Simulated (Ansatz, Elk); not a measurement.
# CdH2S2: X-ray structure factors from the self-consistent density

Structure refinements treat a crystal as free atoms side by side. For a made-up structure of CdH2S2 (cell and positions from a PBEsol relaxation) the runs below show what the calculated density changes in F(hkl).

Calculated with Elk 11.2.3 (patched build); DFT, PBE, all-electron APW+lo, Dirac cores, scalar-relativistic bands, static density, no spin.

The structure was built from a prototype and need not be the compound's stable phase.

**1. The structure**

It takes space group P-3m1 (No. 164, trigonal). The conventional cell has a = 4.125 Å, b = 4.125 Å, c = 5.653 Å, α = 90.00°, β = 90.00°, γ = 120.00°. Nearest to Cd lie 6 S at 2.69 Å. Nearest to S lie 1 H at 1.36 Å and 3 Cd at 2.69 Å. Nearest to H lie 1 S at 1.36 Å. Farther neighbours and most contacts between anions are not listed.

**2. Ground state and structure factors**

An all-electron density is needed, since X-rays see the cores too. Task 0 finds the density and task 195 Fourier-transforms it; tshift is off so that phases refer to the origin typed.

The input, elk.in:

```
tasks
  0
  195

xctype
  20

spinpol
  .false.

rgkmax
  7.0

gmaxvr
  14.0

lmaxo
  7

lmaxapw
  8

swidth
  0.002

tshift
  .false.

ramdisk
  .false.

hmaxvr
  5.5

maxscl
  120

epspot
  1e-06

sppath
  './'

avec
  7.79590222794 -0.00000000000 0.00000000000
  -3.89795111397 6.75144937482 -0.00000000000
  0.00000000000 -0.00000000000 10.68206923598

atoms
  3
  'Cd.in'
  1
  0.0000000000 -0.0000000000 -0.0000000000   0.000000 0.000000 0.000000
  'S.in'
  2
  0.3333333333 0.6666666667 0.2207366257   0.000000 0.000000 0.000000
  0.6666666667 0.3333333333 0.7792633743   0.000000 0.000000 0.000000
  'H.in'
  2
  0.3333333333 0.6666666667 0.4617251355   0.000000 0.000000 0.000000
  0.6666666667 0.3333333333 0.5382748645   0.000000 0.000000 0.000000

ngridk
  6 6 4
```

On the command line:

```bash
> OMP_NUM_THREADS=4 elk
```

Numbers of over 12 decimals in the logs are rounded to 6 here.

What it wrote:

```text
┌─────────────────────────┐
│ Elk code version 11.2.3 │
└─────────────────────────┘

All units are atomic (Hartree, Bohr, etc.)

┌─────────────────────────────────────────────────┐
│ Ground-state run starting from atomic densities │
└─────────────────────────────────────────────────┘

Lattice vectors :
   7.795902228      -0.000000000       0.000000000
  -3.897951114       6.751449375      -0.000000000
   0.000000000      -0.000000000       10.68206924

Reciprocal lattice vectors :
  0.8059599933      0.4653212191       0.000000000
   0.000000000      0.9306424381       0.000000000
   0.000000000       0.000000000      0.5881992682

Unit cell volume      :    562.2361783
Brillouin zone volume :   0.4411850802

Muffin-tin inner radius fraction :   0.1000000000E-01

Nuclei treated as point charges

Species : 1 (Cd)
 parameters loaded from : Cd.in
 name : cadmium
 nuclear charge    :   -48.00000000
 electronic charge :    48.00000000
 atomic mass :    204912.7176
 muffin-tin radius :    2.600000000
 number of radial points in muffin-tin :   1193
 inner part over the whole radius :   0.9972693929E-02
 number on inner part of muffin-tin    :    850
 approximate nuclear radius :   0.8708852602E-04
 number of mesh points to nuclear radius :    426
 atomic positions (lattice), magnetic fields (Cartesian) :
  1 :   0.00000000  0.00000000  0.00000000    0.00000000  0.00000000  0.00000000

Species : 2 (S)
 parameters loaded from : S.in
 name : sulphur
 nuclear charge    :   -16.00000000
 electronic charge :    16.00000000
 atomic mass :    58450.91931
 muffin-tin radius :    1.542600856
 number of radial points in muffin-tin :    793
 inner part over the whole radius :   0.9830661357E-02
 number on inner part of muffin-tin    :    548
 approximate nuclear radius :   0.6195814986E-04
 number of mesh points to nuclear radius :    256
 atomic positions (lattice), magnetic fields (Cartesian) :
  1 :   0.33333333 -0.33333333  0.22073663    0.00000000  0.00000000  0.00000000
  2 :  -0.33333333  0.33333333 -0.22073663    0.00000000  0.00000000  0.00000000

Species : 3 (H)
 parameters loaded from : H.in
 name : hydrogen
 nuclear charge    :   -1.000000000
 electronic charge :    1.000000000
 atomic mass :    1837.362221
 muffin-tin radius :   0.9816550904
 number of radial points in muffin-tin :    393
 inner part over the whole radius :   0.9921120734E-02
 number on inner part of muffin-tin    :    255
 approximate nuclear radius :   0.2766748019E-04
 number of mesh points to nuclear radius :     80
 atomic positions (lattice), magnetic fields (Cartesian) :
  1 :   0.33333333 -0.33333333  0.46172514    0.00000000  0.00000000  0.00000000
  2 :  -0.33333333  0.33333333 -0.46172514    0.00000000  0.00000000  0.00000000

Total number of atoms per unit cell :    5
Total muffin-tin volume :    112.2995264
 ratio of muffin-tin to unit cell volume :   0.1997372825

Spin treatment :
 spin-unpolarised

Number of Bravais lattice symmetries :   24
Number of crystal symmetries         :   12
Crystal has inversion symmetry
Real symmetric eigensolver will be used

k-point grid :      6     6     4
k-point offset :    0.000000000       0.000000000       0.000000000
k-point set is reduced with full crystal symmetry group
Total number of k-points :       24

Muffin-tin radius times maximum |G+k| :    7.000000000
 using average radius
Maximum |G+k| for APW functions       :    4.576053550
Maximum (1/2)|G+k|²                   :    10.47013304
Maximum |G| for potential and density :    14.00000000
Constant for pseudocharge density :    9
 order of it for each species :   16  16   9
 order of it for pair densities of each species (exact exchange by exxq0 0: 17) :   16  10   3
Radial integration step length :    1

G-vector grid sizes :     35    35    48
Number of G-vectors :    26057

Maximum angular momentum used for
 APW functions            :    8
 outer part of muffin-tin :    7
 inner part of muffin-tin :    2

Total nuclear charge    :   -82.00000000
[...]
interstitial                :    9.992073238
 muffin-tins (core leakage)
  species : 1 (Cd)
   atom 1                    :    46.33454608     (  0.2528863565E-03)
  species : 2 (S)
   atom 1                    :    12.36830688     (  0.5478604101E-02)
   atom 2                    :    12.36830688     (  0.5478604101E-02)
  species : 3 (H)
   atom 1                    :   0.4683834603     (   0.000000000    )
   atom 2                    :   0.4683834603     (   0.000000000    )
 total in muffin-tins        :    72.00792676
 total calculated charge     :    81.98917853
 total charge                :    82.00000000
 error                       :   0.1082147437E-01

RMS change in Kohn-Sham potential (target) :    68.45078682     (  0.1000000000E-05)
Absolute change in total energy (target)   :    1.676117314     (  0.1000000000E-03)

[... loops 3 to 18 left out ...]

┌──────────────────┐
│ Loop number : 19 │
└──────────────────┘

Energies :
 Fermi                       :     0.147524
 sum of occupied eigenvalues :     -3810.1946893048
 electron kinetic            :      6670.2436437419
 core electron kinetic       :      6456.7092966466
 Coulomb                     :     -12859.107659470
 Coulomb potential           :     -10211.300014633
 nuclear-nuclear             :     -566.48426762178
 electron-nuclear            :     -14382.509065916
 Hartree                     :      2089.8856740678
 Madelung                    :     -7753.4576521539
 xc potential                :     -269.13831841393
 exchange                    :     -202.87700160071
 correlation                 :     -3.889640
 electron entropic           :    -0.26162650157658E-10
 total energy                :     -6395.6306577517

Density of states at Fermi energy :   0.3266841894E-06
 (states/Hartree/unit cell)

Estimated indirect band gap :   0.7395374273E-01
 from k-point 4 to k-point 1
Estimated direct band gap   :   0.9547664956E-01
 at k-point 1

Charges :
 core                        :    50.00000000
 valence                     :    32.00000000
 interstitial                :    10.02628385
 muffin-tins (core leakage)
  species : 1 (Cd)
[...]
species : 2 (S)
[...]
species : 3 (H)
   atom 1                    :   0.4554577212     (   0.000000000    )
   atom 2                    :   0.4554577212     (   0.000000000    )
 total in muffin-tins        :    71.97371615
 total calculated charge     :    81.98925555
 total charge                :    82.00000000
 error                       :   0.1074445008E-01

RMS change in Kohn-Sham potential (target) :   0.4960747288E-06 (  0.1000000000E-05)
Absolute change in total energy (target)   :   0.1941480150E-06 (  0.1000000000E-03)

Convergence targets achieved

┌──────────────────┐
│ Loop number : 20 │
└──────────────────┘

Energies :
 Fermi                       :     0.147524
 sum of occupied eigenvalues :     -3810.1946892421
 electron kinetic            :      6670.2436437660
 core electron kinetic       :      6456.7092966537
 Coulomb                     :     -12859.107659453
 Coulomb potential           :     -10211.300014629
 nuclear-nuclear             :     -566.48426762178
 electron-nuclear            :     -14382.509065884
 Hartree                     :      2089.8856740529
 Madelung                    :     -7753.4576521386
 xc potential                :     -269.13831837903
 exchange                    :     -202.87700160017
 correlation                 :     -3.889640
 electron entropic           :    -0.26162650889075E-10
 total energy                :     -6395.6306577099

Density of states at Fermi energy :   0.3266841999E-06
 (states/Hartree/unit cell)

Estimated indirect band gap :   0.7395374258E-01
 from k-point 4 to k-point 1
Estimated direct band gap   :   0.9547664940E-01
 at k-point 1

Charges :
 core                        :    50.00000000
 valence                     :    32.00000000
 interstitial                :    10.02628385
 muffin-tins (core leakage)
  species : 1 (Cd)
   atom 1                    :    46.57310015     (  0.2436238571E-03)
  species : 2 (S)
   atom 1                    :    12.24485028     (  0.5446309894E-02)
   atom 2                    :    12.24485028     (  0.5446309894E-02)
  species : 3 (H)
   atom 1                    :   0.4554577213     (   0.000000000    )
   atom 2                    :   0.4554577213     (   0.000000000    )
 total in muffin-tins        :    71.97371615
 total calculated charge     :    81.98925555
 total charge                :    82.00000000
 error                       :   0.1074445007E-01

┌──────────────────────────────┐
│ Self-consistent loop stopped │
└──────────────────────────────┘

Warning : core states of species 1 leak from the muffin-tin :   0.2436238571E-03

Warning : core states of species 2 leak from the muffin-tin :   0.5446309894E-02

Wrote STATE.OUT
```

Wall time 1.7 min (4 threads of Arm Neoverse N1, shared host); peak memory 0.27 GiB; 5.8 min of CPU time.

SFACRHO.OUT:

```text

h k l indices transformed by vhmat matrix:
   1.000000000       0.000000000       0.000000000    
   0.000000000       1.000000000       0.000000000    
   0.000000000       0.000000000       1.000000000    

      h      k      l  multipl.   |H|            Re(F)            Im(F)           |F|

      0      0      0      1   0.0000000       81.999999     -0.19508651E-16   81.999999    
      0      0      1      2  0.58819927       49.108802      0.19449338E-14   49.108802    
     -1      0      0      6  0.93064244       28.713473     -0.19582683E-14   28.713473    
     -1      1     -1      6   1.1009422       60.415318      0.22859163E-16   60.415318    
      1      0      1      6   1.1009422       18.084717      0.34212548E-14   18.084717    
      0      0     -2      2   1.1763985       18.785997      0.48613820E-14   18.785997    
      0     -1     -2      6   1.5000030       53.003195     -0.58405162E-14   53.003195    
     -1      1      2      6   1.5000030       40.677021      0.19430289E-14   40.677021    
     -2      1      0      6   1.6119200       57.286319      0.85695989E-14   57.286319    
     -1      2      1     12   1.7158859       38.271880     -0.19506486E-14   38.271880    
      0      0      3      2   1.7645978       24.196411     -0.29450222E-14   24.196411    
     -2      2      0      6   1.8612849       24.600166     -0.15239442E-16   24.600166    
     -2      2     -1      6   1.9520143       16.656021      0.14142202E-13   16.656021    
     -2      2      1      6   1.9520143       47.859088      0.22859163E-16   47.859088    
      0      1      3      6   1.9949689       25.413691     -0.38955824E-14   25.413691    
      0      1     -3      6   1.9949689       51.059782     -0.77949747E-14   51.059782    
      1      1     -2     12   1.9955449       16.901599      0.72501646E-14   16.901599    
     -2      0      2      6   2.2018844       34.614965      0.19506486E-14   34.614965
```

Elk indexes on the primitive cell of elk.in and gives |H| = 4π sin θ/λ in inverse bohr. Below, one row stands for each form hkl of the conventional cell (m members, Friedel mates merged), F is for one primitive cell and the density is static (no thermal factor). Free-atom factors are Waasmaier and Kirfel's, and R is Σm||F|−|F'||/Σm|F|. Elk warned that it couldn't find a linearisation energy, which lowers the accuracy of some states in this run and its variants.

```tsv
hkl	m	sin θ/λ (Å⁻¹)	abs F, DFT	neutral atoms	diff.
001	2	0.088	49.109	49.068	+0.041
100	6	0.140	28.713	28.942	-0.228
011	6	0.166	60.415	60.198	+0.217
101	6	0.166	18.085	18.509	-0.425
002	2	0.177	18.786	19.348	-0.562
012	6	0.226	53.003	53.010	-0.006
102	6	0.226	40.677	40.632	+0.045
110	6	0.242	57.286	57.350	-0.064
111	12	0.258	38.272	38.475	-0.203
003	2	0.265	24.196	24.572	-0.376
200	6	0.280	24.600	24.680	-0.080
021	6	0.293	16.656	16.507	+0.149
201	6	0.293	47.859	47.848	+0.011
013	6	0.300	25.414	25.129	+0.284
103	6	0.300	51.060	51.221	-0.161
112	12	0.300	16.902	16.825	+0.077
022	6	0.331	34.615	34.306	+0.309
202	6	0.331	44.456	44.693	-0.236
```

**3. The highest occupied states alone**

An energy window below the Fermi level keeps the highest occupied states, to see at which angles they scatter; shallow core shells can lie inside it and anion s states outside. No new self-consistency is needed.

Edit elk.in of step 2 so:

```diff
@@ -1,3 +1,2 @@
 tasks
-  0
   195
@@ -40,2 +39,5 @@
 
+wsfac
+  -0.403720 0.447520
+
 sppath
```

On the command line:

```bash
> OMP_NUM_THREADS=4 elk
```

What it wrote:

```text
┌─────────────────────────────────┐
│ Elk code version 11.2.3 started │
└─────────────────────────────────┘

Info(readinput): the functional depends on the density's gradient
 muffin-tin radial points multiplied by    2.00000
 (not where nrmtscf is given)

┌────────────────────┐
│ Current task : 195 │
└────────────────────┘
Info(checkmt): changed muffin-tin radius of species 2 (S) from   2.2000 to   1.5426
Info(checkmt): changed muffin-tin radius of species 3 (H) from   1.4000 to   0.9817

Warning(linengy): could not find 1 linearisation energies in s.c. loop 1

Info(sfacrho): density structure factors written to SFACRHO.OUT

 Energy window :  -0.4037200000      0.4475200000

┌──────────────────┐
│ Elk code stopped │
└──────────────────┘
```

The job ended after 13 s (4 threads; peak memory 0.16 GiB).

States within 15 eV below the Fermi level hold 26.00 electrons; any levels below the window count with the cores. Their amplitudes can exceed the total, where window and core parts have opposite phase:

```tsv
hkl	sin θ/λ (Å⁻¹)	abs F, window	abs F, all
001	0.088	10.104	49.109
100	0.140	3.894	28.713
011	0.166	11.845	60.415
101	0.166	2.199	18.085
002	0.177	2.875	18.786
012	0.226	6.098	53.003
102	0.226	5.323	40.677
110	0.242	6.938	57.286
111	0.258	3.394	38.272
003	0.265	2.299	24.196
```

(Part 1 of 2 ends here.)

[Logs are printed without paths, hosts, clocks, repeated set-up lines and the standing remarks that a program may print on its own settings, such as how far it seeks lower states.]

[Hosts, paths, dates, database ids (printed as entryN), source tags and the programs' standing remarks are cut or masked in the printed files.]
